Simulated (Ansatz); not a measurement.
# CO on W(100): change of the work function, part 2 of 2

Aim: the work function of W(100) at several coverages of CO (hollow site), and the dipole that each adsorbate carries.

Ansatz 0.2.0; plane-wave DFT, r2SCAN, Ansatz PAW (the session's first sound run).

So far, work function, upper face (eV): step 2 (the clean slab) 4.10; step 3 (22 atoms, coverage 0.25 ML, cell 2x2) 5.06; step 4 (24 atoms, coverage 0.5 ML, cell 2x2) 6.00.

### 5. Adsorbate added, k-mesh 10×10×1, coverage 1 ML

System of this step: W5CO (CO/W(100)). The cell holds 7 atoms: 5 W, 1 C and 1 O. Cell: a = 3.160 Å, b = 3.160 Å, c = 26.152 Å, α = 90.0°, β = 90.0°, γ = 90.0°. Vacuum lies along c.

File input.yaml:

```yaml
crystal:
  lattice:
    - [3.16, 0.0, 0.0]
    - [0.0, 3.16, 0.0]
    - [0.0, 0.0, 26.1517419168]
  atoms:
    - { symbol: W, position: [0.0, 0.0, 0.3441453357] }
    - { symbol: W, position: [0.5, 0.5, 0.4045619612] }
    - { symbol: W, position: [0.0, 0.0, 0.4640761515] }
    - { symbol: W, position: [0.5, 0.5, 0.5266866675] }
    - { symbol: W, position: [0.0, 0.0, 0.5801613489] }
    - { symbol: C, position: [0.5, 0.5, 0.6114981544] }
    - { symbol: O, position: [0.5, 0.5, 0.6558546643] }
kpoints:
  mp_grid: { grid: [10, 10, 1] }
hamiltonian:
  xc: r2scan
scf:
  occupations: { method: fermi_dirac, width: 0.1 }
  convergence: { dr2_threshold: 1.0e-08 }
efield:
  axis: 3
  dipole_correction: true
  ramp_position: 0.97
  ramp_width: 0.06
relax:
  f_tol: 0.02
  max_steps: 60
  constraints: [{ sites: [0, 1] }]
output:
  bader: true
  write_potential: true
  write_density: true
  volumetric_format: npy
```

Launch:

```
$ ansatz run input.yaml --threads 4 --pin off --max-ram 12288MiB --backend cpu --events-out ev --progress --plain --runs-dir out
```

It took 99 s on 4 threads of Arm Neoverse V1, shared host; peak memory 1.1 GiB; 6.5 min of CPU time.

The steps of the relaxation:

| step | energy less that of the first step (eV) | largest force component (eV/Å) |
| --- | --- | --- |
| 1 | 0.0000 | 5.6397 |
| 2 | -0.2648 | 2.2149 |
| 3 | -0.3360 | 0.7296 |
| 4 | -0.3461 | 0.0540 |
| 5 | -0.3464 | 0.0074 |

Forces are held to the 8 operations that the run works with; a distortion that breaks them can't arise in this run.

The atoms that moved most (Å):

| atom | dx | dy | dz | length |
| --- | --- | --- | --- | --- |
| O7 | 0.000 | 0.000 | 0.156 | 0.156 |
| W5 | 0.000 | 0.000 | 0.120 | 0.120 |
| C6 | 0.000 | 0.000 | 0.083 | 0.083 |
| W4 | 0.000 | 0.000 | -0.044 | 0.044 |
| W3 | 0.000 | 0.000 | 0.015 | 0.015 |

Running mean over 1.58 Å of the planar mean; the ramp of the sawtooth is left out. The electron's electrostatic potential energy less the Fermi level by z:

| z (Å) | electron's electrostatic potential energy less the Fermi level (eV) |
| --- | --- |
| 3.0 | 4.25 |
| 3.5 | 4.25 |
| 4.0 | 4.25 |
| 4.5 | 4.25 |
| 5.0 | 4.24 |
| 5.5 | 4.22 |
| 6.0 | 4.16 |
| 6.5 | 3.97 |
| 7.0 | 3.41 |
| 7.5 | 1.74 |
| 8.0 | -2.48 |
| 8.5 | -7.80 |
| 9.0 | -11.1 |
| 9.5 | -11.9 |
| 10.0 | -12.2 |
| 10.5 | -12.4 |
| 11.0 | -12.6 |
| 11.5 | -12.7 |
| 12.0 | -12.6 |
| 12.5 | -12.6 |
| 13.0 | -12.7 |
| 13.5 | -12.7 |
| 14.0 | -12.9 |
| 14.5 | -13.1 |
| 15.0 | -14.0 |
| 15.5 | -14.8 |
| 16.0 | -11.6 |
| 16.5 | -6.90 |
| 17.0 | -2.28 |
| 17.5 | 1.12 |
| 18.0 | 3.80 |
| 18.5 | 6.15 |
| 19.0 | 6.80 |
| 19.5 | 6.87 |
| 20.0 | 6.88 |
| 20.5 | 6.88 |
| 21.0 | 6.88 |
| 21.5 | 6.88 |
| 22.0 | 6.88 |
| 22.5 | 6.88 |
| 23.0 | 6.88 |

The relaxation took 5 steps and lowered the energy by 0.35 eV; the largest force on the free atoms ends at 0.0074 eV/Å.

The covered face has 6.88 eV, +2.78 eV against the clean one; the bare back face has moved by +0.02 eV, a measure of how thin the slab is.

### 6. Work function against coverage

This step: plane-wave DFT, r2SCAN, Ansatz PAW; work function against coverage (Ansatz 0.2.0).

The runs are now put side by side.

This step gave:

```yaml
work_function_of_the_clean_face: 4.096 eV
largest_change_of_the_work_function: 2.784 eV
```

Table of work function of the covered face by coverage:

| coverage (adsorbates/nm²) | work function of the covered face (eV) |
| --- | --- |
| 0.00 | 4.10 |
| 2.50 | 5.06 |
| 5.01 | 6.00 |
| 10.01 | 6.88 |

The dipole per adsorbate comes from the change of the cell's dipole. Coverage, by row:

| coverage (1/nm²) | coverage (ML) | work function (eV) | change (eV) | dipole per adsorbate, positive end outwards (debye) | mean height of the added atoms over the highest substrate atom (Å) |
| --- | --- | --- | --- | --- | --- |
| 2.504 | 0.25 | 5.058 | 0.9617 | -1.034 | 1.516 |
| 5.007 | 0.5 | 6.001 | 1.904 | -1.013 | 1.36 |
| 10.01 | 1 | 6.881 | 2.784 | -0.732 | 1.399 |

### 7. The 0.25 ML cell at another level of theory, functional PBEsol

This step: plane-wave DFT, PBEsol, Ansatz PAW (Ansatz 0.2.0).

System of this step: W20CO (CO/W(100)). The cell holds 22 atoms: 20 W, 1 C and 1 O. Cell: a = 6.320 Å, b = 6.320 Å, c = 26.152 Å, α = 90.0°, β = 90.0°, γ = 90.0°. Vacuum lies along c.

The geometry is kept and the functional is PBEsol; other changes against the main runs: cutoff 500 → 420.

File input.yaml:

```yaml
crystal:
  lattice:
    - [6.32, 0.0, 0.0]
    - [0.0, 6.32, 0.0]
    - [0.0, 0.0, 26.1517419168]
  atoms:
    - { symbol: W, position: [0.0, 0.0, 0.3441453357] }
    - { symbol: W, position: [0.25, 0.25, 0.4045619612] }
    - { symbol: W, position: [-0.0030962378, -0.0030962378, 0.4644411226] }
    - { symbol: W, position: [0.25, 0.25, 0.5216271485] }
    - { symbol: W, position: [0.0180161575, 0.0180161575, 0.5823765] }
    - { symbol: W, position: [0.0, 0.5, 0.3441453357] }
    - { symbol: W, position: [0.25, 0.75, 0.4045619612] }
    - { symbol: W, position: [-0.0030962378, 0.5030962378, 0.4644411226] }
    - { symbol: W, position: [0.25, 0.75, 0.527278881] }
    - { symbol: W, position: [0.0180161575, 0.4819838425, 0.5823765] }
    - { symbol: W, position: [0.5, 0.0, 0.3441453357] }
    - { symbol: W, position: [0.75, 0.25, 0.4045619612] }
    - { symbol: W, position: [0.5030962378, -0.0030962378, 0.4644411226] }
    - { symbol: W, position: [0.75, 0.25, 0.527278881] }
    - { symbol: W, position: [0.4819838425, 0.0180161575, 0.5823765] }
    - { symbol: W, position: [0.5, 0.5, 0.3441453357] }
    - { symbol: W, position: [0.75, 0.75, 0.4045619612] }
    - { symbol: W, position: [0.5030962378, 0.5030962378, 0.4644411226] }
    - { symbol: W, position: [0.75, 0.75, 0.5279836131] }
    - { symbol: W, position: [0.4819838425, 0.4819838425, 0.5823765] }
    - { symbol: C, position: [0.25, 0.25, 0.6161274699] }
    - { symbol: O, position: [0.25, 0.25, 0.6646014555] }
kpoints:
  mp_grid: { grid: [5, 5, 1] }
hamiltonian:
  xc: pbesol
scf:
  occupations: { method: fermi_dirac, width: 0.1 }
  convergence: { dr2_threshold: 1.0e-08 }
efield:
  axis: 3
  dipole_correction: true
  ramp_position: 0.97
  ramp_width: 0.06
output:
  write_potential: true
  write_density: true
  volumetric_format: npy
```

Wall time 67 s (4 threads); peak memory 3.6 GiB.

This step gave:

| Item | Value |
| --- | --- |
| energy at zero smearing | -205916.6651 eV |
| work function, upper face | 5.144 eV |
| work function, lower face | 4.344 eV |
| dipole along the normal | -0.1768 e·Å |
| step between the vacuum levels | 0.8009 eV |

The work function comes to 5.14 eV, +0.09 eV from the first level.

### 8. The 0.25 ML cell at another level of theory, functional revpbe

This step: plane-wave DFT, revPBE, Ansatz PAW (Ansatz 0.2.0).

The geometry is kept and the functional is revPBE; other changes against the main runs: cutoff 500 → 420.

Edit input.yaml of step 7 so:

```diff
@@ -31,3 +31,3 @@
 hamiltonian:
-  xc: pbesol
+  xc: revpbe
 scf:
```

Wall time 66 s (4 threads); peak memory 3.7 GiB; 4.3 min of CPU time.

Numbers from this step:

| Item | Value |
| --- | --- |
| energy at zero smearing | -208678.5187 eV |
| work function, upper face | 4.907 eV |
| work function, lower face | 4.113 eV |
| dipole along the normal | -0.1752 e·Å |
| step between the vacuum levels | 0.7938 eV |

The work function comes to 4.91 eV, -0.15 eV from the first level.

### 9. The 0.25 ML cell at another level of theory, functional RPBE

This step: plane-wave DFT, RPBE, Ansatz PAW (Ansatz 0.2.0).

The geometry is kept and the functional is RPBE; other changes against the main runs: cutoff 500 → 420.

Edit input.yaml of step 8 so:

```diff
@@ -31,3 +31,3 @@
 hamiltonian:
-  xc: revpbe
+  xc: rpbe
 scf:
```

Wall time 65 s (4 threads); peak memory 3.7 GiB; 4.3 min of CPU time.

The work function comes to 4.89 eV, -0.16 eV from the first level.

### 10. The 0.25 ML cell at another level of theory, functional LDA

This step: plane-wave DFT, LDA, Ansatz PAW (Ansatz 0.2.0).

The geometry is kept and the functional is LDA; other changes against the main runs: cutoff 500 → 420.

Edit input.yaml of step 9 so:

```diff
@@ -31,3 +31,3 @@
 hamiltonian:
-  xc: rpbe
+  xc: lda
 scf:
```

The job ended after 64 s (4 threads; peak memory 3.6 GiB; 4.2 min of CPU time).

The work function comes to 5.40 eV, +0.35 eV from the first level.

### 11. Side by side

Times are for 4 threads of Arm Neoverse V1, shared host. Results by setting:

| no. | functional | work function, upper face (eV) | dipole along the normal (e·Å) | time | memory (GiB) |
| --- | --- | --- | --- | --- | --- |
| 1 | pbesol | 5.144 | -0.1768 | 67 s | 3.6 |
| 2 | revpbe | 4.907 | -0.1752 | 66 s | 3.7 |
| 3 | rpbe | 4.894 | -0.1769 | 65 s | 3.7 |
| 4 | lda | 5.405 | -0.1923 | 64 s | 3.6 |

### 12. Varying the input

This step: plane-wave DFT, r2SCAN, Ansatz PAW (Ansatz 0.2.0).

System of this step: W5CO (CO/W(100)). The cell holds 7 atoms: 5 W, 1 C and 1 O. Its edges and angles: a = 3.160 Å, b = 3.160 Å, c = 26.152 Å, α = 90.0°, β = 90.0°, γ = 90.0°. Vacuum lies along c.

A run with a changed input: it repeats the earlier run at 1 ML with scf.occupations.method from fermi_dirac to cold, scf.occupations.width from 0.1 to 0.05 and scf.lower_state_search to off.

File input.yaml:

```yaml
crystal:
  lattice:
    - [3.16, 0.0, 0.0]
    - [0.0, 3.16, 0.0]
    - [0.0, 0.0, 26.1517419168]
  atoms:
    - { symbol: W, position: [0.0, 0.0, 0.3441453357] }
    - { symbol: W, position: [0.5, 0.5, 0.4045619612] }
    - { symbol: W, position: [0.0, 0.0, 0.4640761515] }
    - { symbol: W, position: [0.5, 0.5, 0.5266866675] }
    - { symbol: W, position: [0.0, 0.0, 0.5801613489] }
    - { symbol: C, position: [0.5, 0.5, 0.6114981544] }
    - { symbol: O, position: [0.5, 0.5, 0.6558546643] }
kpoints:
  mp_grid: { grid: [10, 10, 1] }
hamiltonian:
  xc: r2scan
scf:
  occupations: { method: cold, width: 0.05 }
  convergence: { dr2_threshold: 1.0e-08 }
  lower_state_search: "off"
efield:
  axis: 3
  dipole_correction: true
  ramp_position: 0.97
  ramp_width: 0.06
relax:
  f_tol: 0.02
  max_steps: 60
  constraints: [{ sites: [0, 1] }]
output:
  bader: true
  write_potential: true
  write_density: true
  volumetric_format: npy
```

The job ended after 1.9 min (4 threads; peak memory 1.1 GiB).

Step by step:

| step | energy less that of the first step (eV) | largest force component (eV/Å) |
| --- | --- | --- |
| 1 | 0.0000 | 5.6378 |
| 2 | -0.2759 | 2.2071 |
| 3 | -0.3471 | 0.7753 |
| 4 | -0.3587 | 0.0304 |
| 5 | -0.3589 | 0.0069 |

Forces are held to the 8 operations that the run works with; a distortion that breaks them can't arise in this run.

The atoms that moved most (Å):

| atom | dx | dy | dz | length |
| --- | --- | --- | --- | --- |
| O7 | 0.000 | 0.000 | 0.157 | 0.157 |
| W5 | 0.000 | 0.000 | 0.114 | 0.114 |
| C6 | 0.000 | 0.000 | 0.086 | 0.086 |
| W4 | 0.000 | 0.000 | -0.046 | 0.046 |
| W3 | 0.000 | 0.000 | 0.011 | 0.011 |

Numbers from this step:

```
energy at zero smearing        : -52800.8690 eV
work function, upper face      : 6.880 eV
work function, lower face      : 4.327 eV
dipole along the normal        : -0.1409 e·Å
step between the vacuum levels : 2.553 eV
```

| quantity | this run | earlier run | difference |
| --- | --- | --- | --- |
| work function, upper face (eV) | 6.880 | 6.881 | -9.4e-4 |
| work function, lower face (eV) | 4.327 | 4.250 | 0.076 |
| dipole along the normal (e·Å) | -0.1409 | -0.1452 | 0.0043 |

What moves beyond 0.01 in its unit (for the dipole 0.5 % and 5e-5 e·Å): work function, lower face (+0.0762 eV) and dipole along the normal (+0.00426 e·Å).

### 13. The same run with other settings: basis.ecutrho_ratio = 6

System of this step: W(100). The cell holds 5 atoms: 5 W. Cell: a = 3.160 Å, b = 3.160 Å, c = 24.320 Å, α = 90.0°, β = 90.0°, γ = 90.0°. Vacuum lies along c.

Another changed input: it repeats the earlier run at 0 ML with basis.ecutrho_ratio to 6.

input.yaml, the sections that differ from step 12:

```yaml
crystal:
  lattice:
    - [3.16, 0.0, 0.0]
    - [0.0, 3.16, 0.0]
    - [0.0, 0.0, 24.32]
  atoms:
    - { symbol: W, position: [0.0, 0.0, 0.3700657895] }
    - { symbol: W, position: [0.5, 0.5, 0.4350328947] }
    - { symbol: W, position: [0.0, 0.0, 0.5] }
    - { symbol: W, position: [0.5, 0.5, 0.5649671053] }
    - { symbol: W, position: [0.0, 0.0, 0.6299342105] }
scf:
  occupations: { method: fermi_dirac, width: 0.1 }
  convergence: { dr2_threshold: 1.0e-08 }
output:
  write_potential: true
  write_density: true
  volumetric_format: npy
basis:
  ecutrho_ratio: 6
# kpoints, hamiltonian, efield, relax: as in step 12
```

Elapsed: 72 s, on 4 threads; peak memory 1.5 GiB.

Relaxation path:

| step | energy less that of the first step (eV) | largest force component (eV/Å) |
| --- | --- | --- |
| 1 | 0.0000 | 1.7660 |
| 2 | 0.0000 | 2.1332 |
| 3 | -0.1643 | 0.4051 |
| 4 | -0.1691 | 0.1550 |
| 5 | -0.1740 | 0.0081 |

Relaxation step 2 was tried and not accepted.

The run keeps the 8 symmetry operations that it works with, so distortions that break them were not tested.

The atoms that moved most (Å):

| atom | dx | dy | dz | length |
| --- | --- | --- | --- | --- |
| W5 | 0.000 | 0.000 | -0.149 | 0.149 |
| W4 | 0.000 | 0.000 | 0.033 | 0.033 |
| W3 | 0.000 | 0.000 | -0.025 | 0.025 |

Final coordinates:

```xyz
5
Lattice="3.1600 0.0000 0.0000 0.0000 3.1600 0.0000 0.0000 0.0000 24.3200" Properties=species:S:1:pos:R:3
W     0.0000    0.0000    9.0000
W     1.5800    1.5800   10.5800
W     0.0000    0.0000   12.1353
W     1.5800    1.5800   13.7729
W     0.0000    0.0000   15.1711
```

Numbers from this step:

* energy at zero smearing: -51980.8016 eV
* work function, upper face: 4.097 eV
* work function, lower face: 4.229 eV
* dipole along the normal: 0.007291 e·Å
* step between the vacuum levels: -0.1321 eV

| quantity | this run | earlier run | difference |
| --- | --- | --- | --- |
| work function, upper face (eV) | 4.097 | 4.096 | 3.5e-4 |
| work function, lower face (eV) | 4.229 | 4.229 | -1.3e-4 |
| dipole along the normal (e·Å) | 0.007291 | 0.007317 | -2.6e-5 |

Nothing in the table moves by 0.01 in its unit (for the dipole 0.5 % and 5e-5 e·Å).

### 14. Outcome

| Item | Value |
| --- | --- |
| work function of the clean face | 4.10 eV |
| work function at 0.25 ML | 5.06 eV |
| work function at 0.5 ML | 6.00 eV |
| work function at 1 ML | 6.88 eV |
| dipole per adsorbate at 0.25 ML, positive end outwards | -1.03 D |

CO raises the work function of W(100) at the lowest coverage, by 0.96 eV: the adsorbate layer has its negative end outwards. The slab has 5 layers, at the tabulated experimental lattice constant, one starting site was run, and quantum-size effects of a slab this thin can reach one or two tenths of an eV.

[Logs are printed without paths, hosts, clocks, repeated set-up lines and the standing remarks that a program may print on its own settings, such as how far it seeks lower states.]

[Hosts, paths, dates, database ids (printed as entryN), source tags and the programs' standing remarks are cut or masked in the printed files.]

[Maps of the electrostatic potential energy from Ansatz leave out the sawtooth potential of an applied field or a dipole correction, so their vacuum need not be flat; planar profiles and work functions include it.]
